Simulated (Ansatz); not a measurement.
# Quasiparticle gap of RbSb4F13 (I4/m), part 2 of 4

How far does one-shot GW move the PBE gap of RbSb4F13 (I4/m)?

Ansatz 0.2.0; PBE, then G0W0 on it, plane waves, PAW. Known limits of the many-body steps: finite bands, screening cutoff and k mesh; no spin-orbit coupling in G0W0; screening cutoff under 40 eV in some runs.

So far: The starting structure; Relaxation.

## 3. Bands along the symmetry lines

Level of this step: DFT, PBE, plane waves, PAW; PAW set soft_1 (Ansatz).

Levels along a band path and on the mesh show where this functional puts the band edges.

input.yaml reads:

```yaml
crystal:
  lattice:
    - [-4.8175, 4.8175, 3.2815]
    - [4.8175, -4.8175, 3.2815]
    - [4.8175, 4.8175, -3.2815]
  atoms:
    - { symbol: Rb, position: [0.5, 0.5, 0.0] }
    - { symbol: Sb, position: [0.0063970689, 0.2770921314, 0.2834892002] }
    - { symbol: Sb, position: [0.2770921314, 0.9936029311, 0.2706950625] }
    - { symbol: Sb, position: [0.9936029311, 0.7229078686, 0.7165107998] }
    - { symbol: Sb, position: [0.7229078686, 0.0063970689, 0.7293049375] }
    - { symbol: F, position: [0.0, 0.0, 0.0] }
    - { symbol: F, position: [0.5614796371, 0.8766087358, 0.4380883729] }
    - { symbol: F, position: [0.8766087358, 0.4385203629, 0.3151290987] }
    - { symbol: F, position: [0.4385203629, 0.1233912642, 0.5619116271] }
    - { symbol: F, position: [0.1233912642, 0.5614796371, 0.6848709013] }
    - { symbol: F, position: [0.4300990428, 0.3344864191, 0.3207384218] }
    - { symbol: F, position: [0.3344864191, 0.0137479972, 0.9043873762] }
    - { symbol: F, position: [0.0137479972, 0.109360621, 0.6792615782] }
    - { symbol: F, position: [0.109360621, 0.4300990428, 0.0956126238] }
    - { symbol: F, position: [0.5699009572, 0.6655135809, 0.6792615782] }
    - { symbol: F, position: [0.6655135809, 0.9862520028, 0.0956126238] }
    - { symbol: F, position: [0.9862520028, 0.890639379, 0.3207384218] }
    - { symbol: F, position: [0.890639379, 0.5699009572, 0.9043873762] }
kpoints:
  mp_grid: { grid: [4, 4, 4] }
  band_path:
    path:
      - [[0.0, 0.0, 0.0], [-0.5, 0.5, 0.0], [-0.5, 0.5, 0.5], [0.0, 0.0, 0.0], [-0.36599556, -0.36599556, 0.36599556]]
      - [[-0.63400444, 0.36599556, 0.63400444], [-0.5, 0.5, 0.5]]
      - [[-0.5, 0.5, 0.0], [-0.75, 0.25, 0.25], [-0.5, 0.0, 0.5], [0.0, 0.0, 0.0]]
    npoints: 10
hamiltonian:
  xc: pbe
  pseudopotentials: { kind: paw, azcp: { folder: soft_1 } }
scf:
  occupations: { method: fermi_dirac, width: 0.02 }
  n_extra_bands: 10
output:
  eigenvalues: true
  forces: true
  stress: true
  write_density: true
  write_potential: true
  elf: true
  volumetric_format: npy
```

Launch:

```
> ansatz run input.yaml --threads 2 --pin off --max-ram 92160MiB --backend cuda --events-out ev --progress --plain --runs-dir out --devices 1 --max-vram 13GiB
```

Numbers of over 12 decimals in the logs are rounded to 6 here.

Log:

```text
[...]
GPUs: using 1 of 1 available (devices: 1).
[...]
GPU FFT provider: cuFFT
GPU libraries: cuBLAS 13.8.2, cuFFT 12.4.0, cuSOLVER 12.3.4
Crystal: 18 atoms, lattice volume = 304.632 Å³
Basis set: ecut = 420 eV, 5959 PW (Γ), exchange–correlation on 108×108×108 points (8 copies of the dense FFT grid, shifted against one another)
Bands: 90, of which v1, the nominal top of the filled ones, is band 80 counted from 1 (79 counted from 0)
Symmetry: 8 space group operations
[...]
k-points: 14 of 64
[...]
GPU buffer pool allocated for 157464 grid points (all kernels)
[...]
SCF iter   1: F=—  HF=-39728.615580 eV  |F-HF|=—  |Δ(HF+E_count)|=         —  Δρ=9.60e-2  dr2=2.49e1  ethr=3.10e-3  ⟨swp⟩=6.0  Hψ=5228  notcnv=0
[...]
SCF iter  12: F=-39720.304651 eV  HF=-39720.304651 eV  |F-HF|=4.47e-9  |Δ(HF+E_count)|=   5.38e-8  Δρ=4.60e-6  dr2=5.10e-8  ethr=6.25e-11  ⟨swp⟩=18.7  Hψ=14782  notcnv=0
SCF 1 converged in 12 iterations: F = -39720.304651 eV  dr2 = 5.10e-8
[...]
NSCF: frozen V_eff on 83 k-points
SCF converged after 12 iterations
Free energy (F): -39720.304651 eV
[...]
Internal energy: -39720.304651 eV  (E = F + TS)
E sigma→0 (E₀):  -39720.304651 eV
Fermi energy:    5.281112 eV
[...]
--- Forces (eV/Å), atoms counted from 1 ---
  atom   1  Rb     0.00000000     0.00000000    -0.00000000
  atom   2  Sb     0.00556259    -0.00249887     0.00000000
  atom   3  Sb     0.00249887     0.00556259     0.00000000
  atom   4  Sb    -0.00556259     0.00249887     0.00000000
  atom   5  Sb    -0.00249887    -0.00556259    -0.00000000
  atom   6  F      0.00000000    -0.00000000     0.00000000
  atom   7  F      0.00674788     0.00137622     0.00000000
  atom   8  F     -0.00137622     0.00674788     0.00000000
  atom   9  F     -0.00674788    -0.00137622     0.00000000
  atom  10  F      0.00137622    -0.00674788     0.00000000
  atom  11  F     -0.00027642    -0.00326413     0.00397743
  atom  12  F      0.00326413    -0.00027642     0.00397743
  atom  13  F      0.00027642     0.00326413     0.00397743
  atom  14  F     -0.00326413     0.00027642     0.00397743
  atom  15  F      0.00027642     0.00326413    -0.00397743
  atom  16  F     -0.00326413     0.00027642    -0.00397743
  atom  17  F     -0.00027642    -0.00326413    -0.00397743
  atom  18  F      0.00326413    -0.00027642    -0.00397743
  max |Σ_I F_I| component: 8.67e-19 eV/Å
--- Stress (GPa, compression-positive) ---
        1.999678       0.000000      -0.000000
       -0.000000       1.999678       0.000000
       -0.000000       0.000000       0.966900
  P = ⅓ Tr σ = 1.6554 GPa (16.554 kbar)
--- Band table (eV; the first three rows and the last of 14) ---
  k-point 0: bands = [... 76 lower, 2.3638, 2.5840, 2.8072, 2.8072, 7.9606, 8.5320, 8.5419, 8.5419, ... 6 higher]
  k-point 1: bands = [... 76 lower, 2.3594, 2.6182, 2.7208, 2.8481, 8.0117, 8.2403, 8.4630, 8.7222, ... 6 higher]
  k-point 2: bands = [... 76 lower, 2.3556, 2.5774, 2.6713, 2.8735, 8.1310, 8.1987, 8.3819, 8.4111, ... 6 higher]
  k-point 13: bands = [... 76 lower, 2.5019, 2.7293, 2.7293, 2.8097, 7.8601, 7.8801, 7.9043, 8.8310, ... 6 higher]
```

Run time: 7.6 s. Hardware: 1 × NVIDIA H100 80GB HBM3 (shared by 6 runs) with 2 threads of AMD EPYC 7R13 (Zen 3), shared host; peak memory 1.2 GiB; 8.2 s of CPU time.

Numbers from this step:

```yaml
pressure: 1.655 GPa
filled_bands: 80
gap: 4.737 eV
valence_top_at: P
conduction_bottom_at: k = (-0.293, -0.293, 0.293)
least_direct_gap: 4.803 eV
```

Over mesh and path the gap is 4.737 eV, from k = (-0.750, 0.250, 0.250) to k = (-0.293, -0.293, 0.293). The least direct gap found is 4.803 eV, at k = (-0.750, 0.250, 0.250). On the 4×4×4 mesh alone the same run gives 4.755 eV, so that mesh misses an edge of PBE: 4.755 − 4.737 = +0.018 eV.

Electronic bands along the path, in eV, zero at the top of the highest nominally filled band:

```
     point  band 77  band 78  band 79  band 80  band 81  band 82  band 83  band 84
         Γ    -0.52    -0.30    -0.08    -0.08     5.07     5.64     5.65     5.65
   halfway    -0.53    -0.27    -0.17    -0.04     5.12     5.35     5.58     5.84
         X    -0.53    -0.31    -0.22    -0.01     5.24     5.31     5.49     5.52
   halfway    -0.51    -0.25    -0.20    -0.02     5.08     5.13     5.22     5.77
         M    -0.39    -0.16    -0.16    -0.08     4.97     4.99     5.02     5.94
   halfway    -0.53    -0.26    -0.14    -0.06     5.07     5.17     5.58     5.80
         Γ    -0.52    -0.30    -0.08    -0.08     5.07     5.64     5.65     5.65
   halfway    -0.51    -0.20    -0.09    -0.09     4.85     5.47     5.47     5.49
         Z    -0.42    -0.14    -0.14    -0.09     4.78     5.10     5.24     5.67
jump to Z0    -0.42    -0.14    -0.14    -0.09     4.78     5.10     5.24     5.67
   halfway    -0.39    -0.15    -0.15    -0.08     4.87     5.04     5.11     5.84
         M    -0.39    -0.16    -0.16    -0.08     4.97     4.99     5.02     5.94
 jump to X    -0.53    -0.31    -0.22    -0.01     5.24     5.31     5.49     5.52
   halfway    -0.54    -0.29    -0.22    -0.01     4.99     5.38     5.41     5.42
         P    -0.55    -0.25    -0.25     0.00     4.80     5.33     5.33     5.43
   halfway    -0.57    -0.24    -0.18    -0.02     4.84     5.14     5.37     5.56
         N    -0.58    -0.24    -0.10    -0.06     4.87     5.04     5.46     5.64
   halfway    -0.53    -0.25    -0.10    -0.07     4.99     5.25     5.55     5.66
         Γ    -0.52    -0.30    -0.08    -0.08     5.07     5.64     5.65     5.65
```

Electrostatic potential energy in the ab plane of the conventional cell at fractional z = 0.000, with atoms of Rb and Sb and F within 0.2 Å of it. With pseudopotentials it is smooth inside the atoms' cores, unlike the true potential.

Ten even steps from '_' (-39 eV) to '@' (11 eV), each cell a mean:
```
__--%%@@##::______..++%%@@@@@@%%##--______..++%%@@**..
**%%@@@@%%++::....==##%%@@@@++--==**--..::==##%%@@@@##
@@@@@@@@%%%%**++**##%%@@@@**..__..**##**##%%%%@@@@@@@@
##%%%%@@@@@@@@%%%%@@@@@@@@##::__--%%@@@@@@@@@@@@%%%%##
::==##%%@@@@@@@@@@@@@@@@@@@@%%##%%@@@@@@@@@@@@%%##==::
__..==##@@@@@@@@@@@@@@@@@@@@@@@@@@@@@@@@@@@@@@%%++..__
____--##@@@@@@@@@@@@@@@@@@@@@@@@@@@@@@@@@@@@@@%%==..__
__..==%%@@@@@@@@@@@@@@@@@@@@@@@@@@@@@@@@@@@@@@%%++..__
--==****%%@@@@@@@@@@@@@@@@%%%%@@@@@@@@@@@@@@@@@@##++--
####::__::%%@@@@@@@@@@%%##****##%%@@@@@@@@@@@@@@@@%%##
@@##..__..##@@@@@@@@%%**..____==##@@@@@@@@@@@@@@@@@@@@
@@@@++::==@@@@@@@@@@%%--______..##%%@@@@@@@@@@####@@@@
@@@@@@@@@@@@@@@@@@@@%%==______..##%%@@@@@@@@==....++@@
%%@@@@@@@@@@@@@@@@@@%%##==..::**%%@@@@@@@@@@--____==%%
****%%@@@@@@@@@@@@@@@@%%%%####%%@@@@@@@@@@@@##----****
..::++%%@@@@@@@@@@@@@@@@@@@@@@@@@@@@@@@@@@@@@@%%##==..
____::##@@@@@@@@@@@@@@@@@@@@@@@@@@@@@@@@@@@@@@%%**..__
____::**%%@@@@@@@@@@@@@@@@@@@@@@@@@@@@@@@@@@@@%%++..__
__..==##@@@@@@@@@@@@@@@@@@@@@@@@@@@@@@@@@@@@@@%%##--..
==++##%%@@@@@@@@@@@@%%====##@@@@@@@@@@@@@@@@@@@@%%##++
%%%%@@@@@@@@%%%%%%%%==____--@@@@@@@@%%%%%%%%@@@@@@%%%%
@@@@@@@@%%##**==++##==____==@@@@%%##++--==**%%@@@@@@@@
--**@@@@%%==..__..--******%%@@@@##==..____::**%%@@%%==
__::%%%%##::______..++%%@@@@@@@@##::______..++%%@@++__
```
Columns run along a (9.6 Å; values clipped at the 3rd and 97th percentile), rows up along b (9.6 Å), edges of the conventional cell, whose origin can differ from the input's. Atoms in or near the plane, at fractional coordinates: Rb at (0.50, 0.50), Sb at (0.28, 0.99), Sb at (0.99, 0.72), Sb at (0.72, 0.01), Sb at (0.01, 0.28), F at (0.00, 0.00), F at (0.88, 0.44), F at (0.44, 0.12), F at (0.12, 0.56), F at (0.56, 0.88).

ELF in the ab plane of the conventional cell at fractional z = 0.000, with atoms of Rb and Sb and F within 0.2 Å of it. It is the smooth field of the valence electrons, not physical close to the nuclei.

Ten even steps from '0' (0.00) to '9' (0.85), each cell a mean:
```
886234201342024543111221488
873135434651278874222210157
320015777851388787211100012
210001578720388897200000232
321000123100158985100003554
122100000000013542000037641
112100000000000000000168620
122221000000000000000058741
335776300001455310000026754
268898510037999851000001232
278789510179988983000022210
169997300289724995000368851
025653000279846995002798884
111110000059999973003897784
344310000015888630002688863
346861000001232100000345432
125883000000000000000001221
015772000012100000000000121
236630000257641000000000122
345300000489984102553100012
121000001587796116887510001
541001122477896137766641024
885112212257862135312441278
787223111233210123111331488
```
Columns run along a (9.6 Å), rows up along b (9.6 Å), edges of the conventional cell, whose origin can differ from the input's. Atoms in or near the plane, at fractional coordinates: Rb at (0.50, 0.50), Sb at (0.28, 0.99), Sb at (0.99, 0.72), Sb at (0.72, 0.01), Sb at (0.01, 0.28), F at (0.00, 0.00), F at (0.88, 0.44), F at (0.44, 0.12), F at (0.12, 0.56), F at (0.56, 0.88).

[end of part 2 of 4]

[Paths, hosts, dates, memory and timing lines, banners, echoed tables and standing remarks are left out of the program output.]

[Logs are printed without paths, hosts, clocks, repeated set-up lines and the standing remarks that a program may print on its own settings, such as how far it seeks lower states.]

[Runs of the session that timed out or met a known fault of the program may be left out.]

[Cells called generated may have been cut or substituted from an entry of the Crystallography Open Database or the Materials Project.]

[Hosts, paths, dates, database ids (printed as entryN), source tags and the programs' standing remarks are cut or masked in the printed files.]

[Where an RPA ε∞ is given, it is that of the G0W0 mesh and is not shown converged in it. Names of k-points follow the symmetry that the program found, which can be lower than the space group named. Band edges on a path are those of the sampled points; other points can move an edge, and change direct to indirect where valleys lie close.]

[Hybrid gaps are those of their k-mesh and are not shown converged in it.]
